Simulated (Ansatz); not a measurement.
# Mg3SiO (model cell, started as antiperovskite): from the cell to its phonons, part 2 of 2

Wanted: phonon frequencies of Mg3SiO (model cell, started as antiperovskite) and what follows from them.

Ansatz 0.2.0; DFT PBEsol, scalar-relativistic, plane waves, PAW; PAW set soft_1.

So far. Step 3 (Bringing the structure to rest, smearing width 0.1 eV): Little changed from the start: no atom moved by 0.005 Å and no cell edge by 0.1 %. The relaxed cell has a = 4.189 Å (conventional setting).

The structure was built from a prototype and need not be the compound's stable phase.

### 4. Tight relaxation

Phonons need a cell at rest on their own settings, so the relaxation is repeated with tight tolerances on forces and stress on the k mesh and occupations of the first response run.

input.yaml reads:

```yaml
crystal:
  lattice:
    - [4.1890907208, 0.0, 0.0]
    - [0.0, 4.1890907208, 0.0]
    - [0.0, 0.0, 4.1890907208]
  atoms:
    - { symbol: Si, position: [0.0, 0.0, 0.0] }
    - { symbol: O, position: [0.5, 0.5, 0.5] }
    - { symbol: Mg, position: [0.5, 0.5, 0.0] }
    - { symbol: Mg, position: [0.5, 0.0, 0.5] }
    - { symbol: Mg, position: [0.0, 0.5, 0.5] }
kpoints:
  mp_grid: { grid: [8, 8, 8] }
hamiltonian:
  xc: pbesol
  pseudopotentials: { kind: paw, azcp: { folder: soft_1 }, xc_functional: pbe }
scf:
  occupations: { method: methfessel_paxton, width: 0.2 }
output:
  forces: true
  stress: true
  eigenvalues: true
relax:
  adjacent_minimum: "off"
  f_tol: 0.001
  max_steps: 60
  cell: { stress_tol: 0.01 }
```

Command:

```console
$ ansatz run input.yaml --threads 8 --pin off --max-ram 16384MiB --backend cpu --events-out ev --progress --plain --runs-dir out
```

Numbers of over 12 decimals in the logs are rounded to 6 here.

The log of the run:

```text
[...]
Crystal: 5 atoms, lattice volume = 73.512 Å³
Basis set: ecut = 420 eV, 1419 PW (Γ), exchange–correlation on 60×60×60 points (8 copies of the dense FFT grid, shifted against one another)
Bands: 25, of which v1, the nominal top of the filled ones, is band 20 counted from 1 (19 counted from 0)
Symmetry: 48 space group operations
[...]
k-points: 35 of 512
[...]
--- Relaxed structure (1 steps of the walk, 1 accepted, 1 SCFs on fresh bases) ---
[...]
cell:  # Å, volume = 73.5122 Å³
    - [4.1890907208, 0.0, 0.0]
    - [0.0, 4.1890907208, 0.0]
    - [0.0, 0.0, 4.1890907208]
  atoms:
    - { symbol: Si, position: [0.0, 0.0, 0.0] }
    - { symbol: O, position: [0.5, 0.5, 0.5] }
    - { symbol: Mg, position: [0.5, 0.5, 0.0] }
    - { symbol: Mg, position: [0.5, 0.0, 0.5] }
    - { symbol: Mg, position: [0.0, 0.5, 0.5] }
[key lines of the parts left out:]
SCF converged after 8 iterations
Free energy (F): -6921.151091 eV
Fermi energy:    8.748642 eV
P = ⅓ Tr σ = 0.0010 GPa (0.010 kbar)
```

Elapsed: 1.3 s, on 8 threads of Arm Neoverse V2, shared host; peak memory 0.41 GiB; 8.1 s of CPU time.

Little changed from the start: no atom moved by 0.005 Å and no cell edge by 0.1 %.

Numbers from this step:

| Quantity | Value |
| --- | --- |
| pressure | 9.92e-4 GPa |

The forces vanish by symmetry and the pressure is 0.001 GPa, within the tolerances set. The cell now holds 14.70 Å³/atom.

### 5. Modes at Γ

The zone centre comes first: it holds the modes that light can see, as far as symmetry allows. No field response is asked, since the mesh shows no gap.

Changes to input.yaml since step 4:

```diff
@@ -19,9 +19,4 @@
 output:
-  forces: true
-  stress: true
   eigenvalues: true
-relax:
-  adjacent_minimum: "off"
-  f_tol: 0.001
-  max_steps: 60
-  cell: { stress_tol: 0.01 }
+phonons:
+  method: dfpt
```

The log of the run:

```text
zone centre: on kpoints.mp_grid the ground state, and the responses unless they are solved on pairs of k-points, stand on 125 of the mesh's 512 k-points, reduced under 8 symmetry operations, with k and −k counted as one. Each operation leaves every solved displacement unchanged or reverses it
[...]
Crystal: 5 atoms, lattice volume = 73.512 Å³
Basis set: ecut = 420 eV, 1419 PW (Γ), exchange–correlation on 60×60×60 points (8 copies of the dense FFT grid, shifted against one another)
Bands: 25, of which v1, the nominal top of the filled ones, is band 20 counted from 1 (19 counted from 0)
Symmetry: 48 space group operations
k-points: 125 of 512 (irreducible under 8 space group operations)
[...]
SCF iter   1: F=—  HF=-6922.813394 eV  |F-HF|=—  |Δ(HF+E_count)|=         —  Δρ=9.54e-2  dr2=8.33e0  ethr=3.10e-3  ⟨swp⟩=5.3  Hψ=13577  notcnv=0
[...]
SCF iter  11: F=-6921.151091 eV  HF=-6921.151091 eV  |F-HF|=1.82e-12  |Δ(HF+E_count)|=  8.19e-12  S|Δr|=    0.00e0  Δρ=4.52e-8  dr2=1.34e-12  ethr=1.00e-12  ⟨swp⟩=9.9  Hψ=17286  notcnv=0
SCF 1 converged in 11 iterations: F = -6921.151091 eV  dr2 = 1.34e-12
[...]
DFPT response loops at Γ: preconditioner auto → Kerker (q_TF=auto, 2.465 Å⁻¹) (partly filled bands, converged f_vac=0.000); β = 1.00, the filter's whole step (`scf.mixing.beta` (0.50) is not read by the response loops under this deck's `scf.mixing.preconditioner`; to damp them name `kerker` or `kerker_dos`, under which they read `scf.mixing.beta`, and type it under 1.00, their step now; both keys bind the ground state too); Broyden in place of MSR1
SCF converged after 11 iterations
[...]
Free energy (F): -6921.151091 eV
[...]
Internal energy: -6921.151791 eV  (E = F + TS)
E sigma→0 (E₀):  -6921.151266 eV
Entropy (-TS):   0.000700 eV (0.140 meV/atom)
Fermi energy:    8.748642 eV
Step filling:    the computed levels leave a gap of 0.0000 eV = 0.0 smearing widths at the electron count; against every level under it full and every level over it empty, smearing changes F+E_penalty+E_count by -0.289 meV and its σ→0 estimate by -0.464 meV
[...]
--- Band table (eV; the first three rows and the last of 125) ---
  k-point 0: bands = [... 16 lower, 2.4143, 8.2600, 8.2600, 8.2600, 9.3007, 9.3007, 10.5506, 14.4083, ... 1 higher]
  k-point 1: bands = [... 16 lower, 2.4351, 7.1615, 8.2317, 8.2317, 9.4126, 9.9908, 11.3804, 13.9154, ... 1 higher]
  k-point 2: bands = [... 16 lower, 2.5353, 5.7857, 8.1565, 8.1565, 9.7279, 10.6741, 13.2322, 13.2322, ... 1 higher]
  k-point 124: bands = [... 16 lower, 2.2786, 5.2360, 5.2360, 5.2360, 10.4392, 10.4392, 10.4392, 13.2570, ... 1 higher]
--- Phonons (Γ-DFPT): 4 representative perturbations + reference, on 125 of 512 k-points (Σ response iterations 13) ---
  k mesh reduced under 8 symmetry operations, with k and −k counted as one. Each operation leaves every solved displacement unchanged or reverses it
  ASR residual: 1.440e-4 → 0.000e0 eV/Å²; symmetrization residual: 4.854e-6 eV/Å²
  ASR residual per site (eV/Å²): 1.49e-7 1.44e-4 2.96e-5 2.96e-5 2.96e-5
  Γ frequencies (cm⁻¹): 0.00 0.00 0.00 171.55 171.55 171.55 202.98 202.98 202.98 303.21 303.21 303.21 436.19 436.19 436.19
  non-analytic LO–TO correction: not included (Born effective charges unavailable; polar crystals: no LO–TO splitting at Γ)
```

The job ended after 13 s (8 threads; peak memory 0.91 GiB).

This step gave:

```yaml
sum_rule_residual_before_enforcement: 1.44e-4 eV/Å²
point_group: m-3m
highest_optical_mode_at_the_zone_centre_no_lo_to_term: 436.2 cm⁻¹
lowest_optical_zone_centre_mode: 171.6 cm⁻¹
```

Patterns of degenerate modes are one choice out of their space. The modes at Γ (shares of kinetic energy by element, %):

```csv
mode,frequency (cm⁻¹),symmetry,Si %,O %,Mg %
1,0.0,acoustic,24,14,62
2,0.0,acoustic,24,14,62
3,0.0,acoustic,24,14,62
4,171.6,T2u,0,0,100
5,171.6,T2u,0,0,100
6,171.6,T2u,0,0,100
7,203.0,T1u,61,2,37
8,203.0,T1u,61,2,37
9,203.0,T1u,61,2,37
10,303.2,T1u,13,31,55
11,303.2,T1u,13,31,55
12,303.2,T1u,13,31,55
13,436.2,T1u,1,53,45
14,436.2,T1u,1,53,45
15,436.2,T1u,1,53,45
```

Displacements in mode 6 (171.6 cm⁻¹), the largest set to 1:
```
Si1  0.00  0.00  0.00
O2   0.00  0.00  0.00
Mg3  0.52 -0.26  0.00
Mg4 -0.52  0.00  1.00
Mg5  0.00  0.26 -1.00
```

Displacements in mode 15 (436.2 cm⁻¹), the largest set to 1:
```
Si1  0.00  0.05 -0.11
O2   0.00 -0.41  1.00
Mg3  0.00 -0.04 -0.73
Mg4  0.00  0.30  0.10
Mg5  0.00 -0.04  0.10
```

Before it was imposed, the acoustic sum rule was missed by 1.4e-4 eV/Å². Small misses are needed for a sound result but don't prove that mesh and cutoff are converged. The lowest optical mode is real, 172 cm⁻¹.

### 6. The dispersion

Stability and thermal properties need the whole zone. Linear response on a 4×4×4 q mesh gives force constants as far as a supercell of that size would.

Changes to input.yaml since step 5:

```diff
@@ -22 +22,8 @@
   method: dfpt
+  qmesh: [4, 4, 4]
+  temperatures: { t_max: 1000, t_step: 50 }
+  qpath:
+    path:
+      - [[0.0, 0.0, 0.0], [0.0, 0.5, 0.0], [0.5, 0.5, 0.0], [0.0, 0.0, 0.0], [0.5, 0.5, 0.5], [0.0, 0.5, 0.0]]
+      - [[0.5, 0.5, 0.5], [0.5, 0.5, 0.0]]
+    npoints: 10
```

The log of the run:

```text
[...]
Crystal: 5 atoms, lattice volume = 73.512 Å³
Basis set: ecut = 420 eV, 1419 PW (Γ), exchange–correlation on 60×60×60 points (8 copies of the dense FFT grid, shifted against one another)
Bands: 25, of which v1, the nominal top of the filled ones, is band 20 counted from 1 (19 counted from 0)
Symmetry: 48 space group operations
k-points: 35 of 512
[...]
SCF iter   1: F=—  HF=-6922.813401 eV  |F-HF|=—  |Δ(HF+E_count)|=         —  Δρ=9.54e-2  dr2=8.33e0  ethr=3.10e-3  ⟨swp⟩=5.4  Hψ=3832  notcnv=0
[...]
SCF iter  11: F=-6921.151091 eV  HF=-6921.151091 eV  |F-HF|=0.00e0  |Δ(HF+E_count)|=  1.27e-11  S|Δr|=    0.00e0  Δρ=4.53e-8  dr2=1.32e-12  ethr=1.00e-12  ⟨swp⟩=9.9  Hψ=4657  notcnv=0
SCF 1 converged in 11 iterations: F = -6921.151091 eV  dr2 = 1.32e-12
[...]
SCF iter   1: F=—  HF=-6921.151091 eV  |F-HF|=—  |Δ(HF+E_count)|=         —  Δρ=1.75e-7  dr2=8.34e-12  ethr=6.39e-8  ⟨swp⟩=3.5  Hψ=6391  notcnv=0
eigensolver tolerance schedule: the retry pair's looser diagonalisation over-reported the residual by 3067106.20 of it (diagonalisation noise at an unbounded share of the residual, at the tolerance the schedule requests for it); recorded, not acted on — ethr = c·dr2/N_el stays at c = 1.0e-1
[...]
SCF iter   2: F=—  HF=-6921.151091 eV  |F-HF|=—  |Δ(HF+E_count)|=   4.37e-8  S|Δr|=    0.00e0  Δρ=8.13e-8  dr2=1.99e-12  ethr=1.00e-12  ⟨swp⟩=6.8  Hψ=3884  notcnv=0
SCF iter   3: F=-6921.151091 eV  HF=-6921.151091 eV  |F-HF|=9.09e-13  |Δ(HF+E_count)|=    0.00e0  S|Δr|=    0.00e0  Δρ=5.20e-8  dr2=9.21e-13  ethr=1.00e-12  ⟨swp⟩=1.0  Hψ=1893  notcnv=0
SCF 2 converged in 3 iterations: F = -6921.151091 eV  dr2 = 9.21e-13
[...]
phonons: the bands overlap, so this run is a metal and interpolates without the dipole-dipole term. If the crystal is really an insulator or semiconductor, its LO-TO splitting is missing
NSCF: frozen V_eff on 35 k-points
WARN: eigensolver did not converge (k=31): 1 band(s) unlocked after 20 sweeps at ethr=1.06e-12 eV (storage-precision floor; scheduled 1.00e-12 eV) (lowest unlocked band 24, counted from 0; max residual 1.28e-3 eV among the unlocked bands, 1.28e-3 eV over every band; other slots of this pass that fall short are told together in one closing line; warning suppressed until the next SCF loop or pass starts)
[...]
DFPT response loops at q = (0, 0, 0) (fractional): preconditioner auto → Kerker (q_TF=auto, 2.465 Å⁻¹) (partly filled bands, converged f_vac=0.000); β = 1.00, the filter's whole step (`scf.mixing.beta` (0.50) is not read by the response loops under this deck's `scf.mixing.preconditioner`; to damp them name `kerker` or `kerker_dos`, under which they read `scf.mixing.beta`, and type it under 1.00, their step now; both keys bind the ground state too); Broyden in place of MSR1
[...]
SCF converged after 11 iterations
[...]
Free energy (F): -6921.151091 eV
[...]
Internal energy: -6921.151791 eV  (E = F + TS)
E sigma→0 (E₀):  -6921.151266 eV
Entropy (-TS):   0.000700 eV (0.140 meV/atom)
Fermi energy:    8.748642 eV
[...]
--- Band table (eV; the first three rows and the last of 35) ---
  k-point 0: bands = [... 16 lower, 2.4143, 8.2600, 8.2600, 8.2600, 9.3007, 9.3007, 10.5506, 14.4083, ... 1 higher]
  k-point 1: bands = [... 16 lower, 2.4351, 7.1615, 8.2317, 8.2317, 9.4126, 9.9908, 11.3804, 13.9154, ... 1 higher]
  k-point 2: bands = [... 16 lower, 2.5353, 5.7857, 8.1565, 8.1565, 9.7279, 10.6741, 13.2322, 13.2322, ... 1 higher]
  k-point 34: bands = [... 16 lower, 2.2786, 5.2360, 5.2360, 5.2360, 10.4392, 10.4392, 10.4392, 13.2570, ... 1 higher]
--- Phonons (Γ-DFPT): 4 representative perturbations + reference (Σ response iterations 12) ---
  ASR residual: 1.611e-4 → 0.000e0 eV/Å²; symmetrization residual: 4.608e-6 eV/Å²
  ASR residual per site (eV/Å²): 3.58e-6 1.61e-4 2.74e-5 2.74e-5 2.74e-5
[...]
--- Phonons (arbitrary-q DFPT): 10 irreducible q on the 4×4×4 mesh ---
  q = [0.0000, 0.0000, 0.0000] (star 1, of the zone-centre solve; hermiticity 8.95e-7, symmetrization 1.33e-12): -0.00 -0.00 0.00 171.55 171.55 171.55 202.98 202.98 202.98 303.21 303.21 303.21 436.19 436.19 436.19
  q = [0.0000, 0.0000, 0.2500] (star 6, 9 solved perturbations in 1560 linear systems a pass and spin channel, the states on 200 of 512 k-point pairs; hermiticity 7.30e-7, symmetrization 4.51e-13): 89.89 89.89 143.89 176.21 177.01 177.01 198.78 198.78 268.60 305.99 305.99 343.35 435.35 435.35 458.27
[...]
q = [0.0000, 0.2500, -0.5000] (star 12, 15 solved perturbations on 200 of 512 k-point pairs; hermiticity 8.60e-7, symmetrization 3.03e-14): 92.36 153.60 155.43 167.06 187.91 189.11 204.49 232.42 281.23 286.44 297.02 383.74 422.12 429.41 434.16
[...]
sum rule: each row above includes the acoustic sum rule's correction from the zone centre's row sums; it moved no ω² by more than (1.65 cm⁻¹)²
  mesh force constants: q→R imaginary residual 1.00e-18; ASR residual 1.611e-4 → 0.000e0 eV/Å²; symmetrization residual 1.599e-14 eV/Å²
  interpolated dispersion: 62 rows × 15 modes
  density of states and harmonic sums: on the 16×16×16 q-mesh, interpolated from the force constants of a 4×4×4 supercell (no non-analytic term)
  largest difference from the sums on the solved wave vectors: F 4.56e-2 eV, S 5.84e-5 and C_V 1.35e-5 eV/K
  zero-point energy: 0.238987 eV/cell   skipped modes (ω ≤ 0): 30, of them read as no rigid motion or as one in doubt: 27 (8.496e-2 modes/cell left out, lowest -46.27 cm⁻¹)   left out of the sums: 5.71e-3 of the cell's modes: C_V's classical limit lies that fraction below 3 k_B per atom; for a crystal, a wire or a layer, F and S can be off by more, and a phonons.interpolated_qmesh denser along its periods is the remedy for the sampling
```

Elapsed: 4.6 min, on 8 threads; peak memory 2.2 GiB.

This step gave:

| Item | Value |
| --- | --- |
| sum-rule residual before enforcement | 1.61e-4 eV/Å² |
| lowest frequency on the path | -46.27 cm⁻¹ |
| highest frequency on the path or at a solved wavevector | 480.8 cm⁻¹ |
| lowest mode on the q mesh (acoustic modes at Γ apart) | -46.27 cm⁻¹ |

Frequencies (cm⁻¹) solved at each irreducible wavevector; negative means imaginary. Frequencies by wavevector, by row:

| q in reciprocal lattice units | star | mode 1 | mode 2 | mode 3 | mode 4 | mode 13 | mode 14 | mode 15 |
| --- | --- | --- | --- | --- | --- | --- | --- | --- |
| 0 0 0 | 1 | 0 | 0 | 0 | 171.6 | 436.2 | 436.2 | 436.2 |
| 0 0 0.25 | 6 | 89.9 | 89.9 | 143.9 | 176.2 | 435.4 | 435.4 | 458.3 |
| 0 0 -0.5 | 3 | 132.9 | 132.9 | 176.5 | 176.5 | 435.3 | 435.3 | 466.8 |
| 0 0.25 0.25 | 12 | 95.9 | 116.3 | 149 | 172.7 | 408.2 | 431.9 | 458.6 |
| 0 0.25 -0.5 | 12 | 92.4 | 153.6 | 155.4 | 167.1 | 422.1 | 429.4 | 434.2 |
| 0 -0.5 -0.5 | 3 | -46.3 | 87.8 | 177 | 177 | 378.9 | 424.6 | 449.6 |
| 0.25 0.25 0.25 | 8 | 101.8 | 101.8 | 119.5 | 202.7 | 409.6 | 409.6 | 462.2 |
| 0.25 0.25 -0.5 | 12 | 89 | 102 | 112.3 | 185.7 | 394 | 413 | 465.9 |
| 0.25 -0.5 -0.5 | 6 | -38.6 | 98.1 | 98.1 | 194.9 | 383.5 | 383.5 | 480.7 |
| -0.5 -0.5 -0.5 | 1 | -34.2 | -34.2 | -34.2 | 226 | 391.5 | 391.5 | 469.2 |

Interpolated from a 4×4×4 q mesh. The phonon branches at the labelled points (cm⁻¹):

| point | branch 1 | branch 2 | branch 3 | branch 4 | branch 12 | branch 13 | branch 14 | branch 15 |
| --- | --- | --- | --- | --- | --- | --- | --- | --- |
| Γ | 0 | 0 | 0 | 172 | 303 | 436 | 436 | 436 |
| halfway | 90 | 90 | 144 | 176 | 343 | 435 | 435 | 458 |
| X | 133 | 133 | 176 | 176 | 367 | 435 | 435 | 467 |
| halfway | 92 | 154 | 155 | 167 | 384 | 422 | 429 | 434 |
| M | -46 | 88 | 177 | 177 | 379 | 379 | 425 | 450 |
| halfway | 96 | 116 | 149 | 173 | 375 | 408 | 432 | 459 |
| Γ | 0 | 0 | 0 | 172 | 303 | 436 | 436 | 436 |
| halfway | 102 | 102 | 120 | 203 | 367 | 410 | 410 | 462 |
| R | -34 | -34 | -34 | 226 | 392 | 392 | 392 | 469 |
| halfway | 89 | 102 | 112 | 186 | 357 | 394 | 413 | 466 |
| X | 133 | 133 | 176 | 176 | 367 | 435 | 435 | 467 |
| jump to R | -34 | -34 | -34 | 226 | 392 | 392 | 392 | 469 |
| halfway | -39 | 98 | 98 | 195 | 378 | 384 | 384 | 481 |
| M | -46 | 88 | 177 | 177 | 379 | 379 | 425 | 450 |

Tetrahedra on a 16×16×16 mesh, mean over bins of 5 cm-1. Interpolated from a 4×4×4 q mesh. Table of phonon density of states by wavenumber; read off at these points:

```csv
wavenumber (cm⁻¹),phonon density of states (1/cm⁻¹/cell)
-48,1.0e-5
-32,0.00223
-18,0.00178
-2,0.00179
8,0.00193
22,0.00244
38,0.0045
52,0.00778
68,0.0117
82,0.0177
98,0.0348
112,0.0297
122,0.0326
138,0.0365
152,0.0271
168,0.0364
182,0.0514
198,0.0773
202,0.0984
212,0.0673
222,0.0507
232,0.0595
238,0.0351
252,0.0244
268,0.0466
282,0.0265
288,0.0886
298,0.0800
302,0.0932
312,0.00788
322,0.00331
338,0.0024
352,0.00505
368,0.0358
382,0.0349
398,0.0294
412,0.0313
428,0.0545
432,0.0735
438,0.0105
452,0.0319
468,0.0142
482,4.9e-4
```

The partial phonon density of states has structure finer than the step of the table below, so its rows give means over 20 cm⁻¹, whole bins alone (the curve runs from -50.6 to 505 cm⁻¹). Peaks (cm⁻¹: height): Mg 103.1: 0.0379, 131.0: 0.0389, 190.4: 0.0358, 228.8: 0.0304, 291.6: 0.0580, 431.3: 0.0233, 459.2: 0.0212; O 204.3: 0.00562, 302.1: 0.0164, 389.4: 0.0264, 431.3: 0.0335, 459.2: 0.0191; Si 204.3: 0.0583, 298.6: 0.0089.

Phonopy on the run's constants, 13x13x13 mesh, Gaussian sigma 4.0 cm-1. Interpolated from a 4×4×4 q mesh. Partial phonon density of states against wavenumber; means over each step; values in 1/cm⁻¹/cell:

```
wavenumber (cm⁻¹)       Mg        O       Si
              -40  0.00206        0        0
              -20  0.00148        0        0
                0   6.3e-5   1.1e-5   1.4e-5
               20  0.00318   2.1e-5   3.8e-5
               40  0.00596   1.4e-4   2.4e-4
               60  0.00770   3.4e-4   5.9e-4
               80   0.0158   6.7e-4  0.00112
              100   0.0282  0.00136  0.00235
              120   0.0245  0.00143  0.00298
              140   0.0288  0.00162  0.00405
              160   0.0250  0.00113  0.00605
              180   0.0333  0.00202   0.0190
              200   0.0316  0.00453   0.0478
              220   0.0257  0.00220   0.0314
              240   0.0222  0.00144   0.0113
              260   0.0210  0.00444  0.00704
              280   0.0364  0.00621  0.00336
              300   0.0463   0.0125  0.00667
              320  0.00569  0.00159   3.6e-4
              340  0.00261   7.3e-4   6.7e-5
              360   0.0116  0.00845   6.8e-4
              380   0.0121   0.0203  0.00168
              400  0.00612   0.0224  0.00144
              420   0.0141   0.0257   7.3e-4
              440   0.0146   0.0161   4.3e-4
              460   0.0170   0.0132   5.8e-4
              480  0.00685  0.00148   7.3e-5
```

Symmetry leaves 10 wavevectors to solve. The lowest mode among them, the acoustic zeros apart, lies at q = (0, -0.5, -0.5) and is imaginary, 46.3i cm⁻¹, so the energy falls along it.

### 7. Results

```
space group after relaxation (within 0.01 Å)            : Pm-3m
volume per atom                                         : 14.7 Å³
electronic character                                    : no gap on this mesh
highest optical mode at the zone centre (no LO-TO term) : 436 cm⁻¹
lowest optical zone-centre mode                         : 172 cm⁻¹
lowest mode on the q mesh (acoustic modes at Γ apart)   : -46.3 cm⁻¹
highest frequency on the path or at a solved wavevector : 481 cm⁻¹
imaginary modes on the 4×4×4 q mesh                     : yes
```

In words: Modes are clearly imaginary (beyond 10i cm⁻¹) at 3 of the 10 irreducible wavevectors, most at q = (0, -0.5, -0.5) (46.3i cm⁻¹), so this structure is not a minimum of the energy. The optical modes at Γ span 172 to 436 cm⁻¹. With no gap, or one that is small against the smearing, the frequencies hang on the k mesh and the smearing, most of all near Kohn anomalies. The PAW files were made for PBE and serve the other functionals too. A phonon run warned that its eigensolver left some bands unconverged in a pass. The starting cell was built on a prototype and not taken from a measurement, so the phase need not exist. These are harmonic frequencies at zero temperature: anharmonic shifts, linewidths and thermal expansion are left out.

[Logs are printed without paths, hosts, clocks, repeated set-up lines and the standing remarks that a program may print on its own settings, such as how far it seeks lower states.]

[Hosts, paths, dates, database ids (printed as entryN), source tags and the programs' standing remarks are cut or masked in the printed files.]
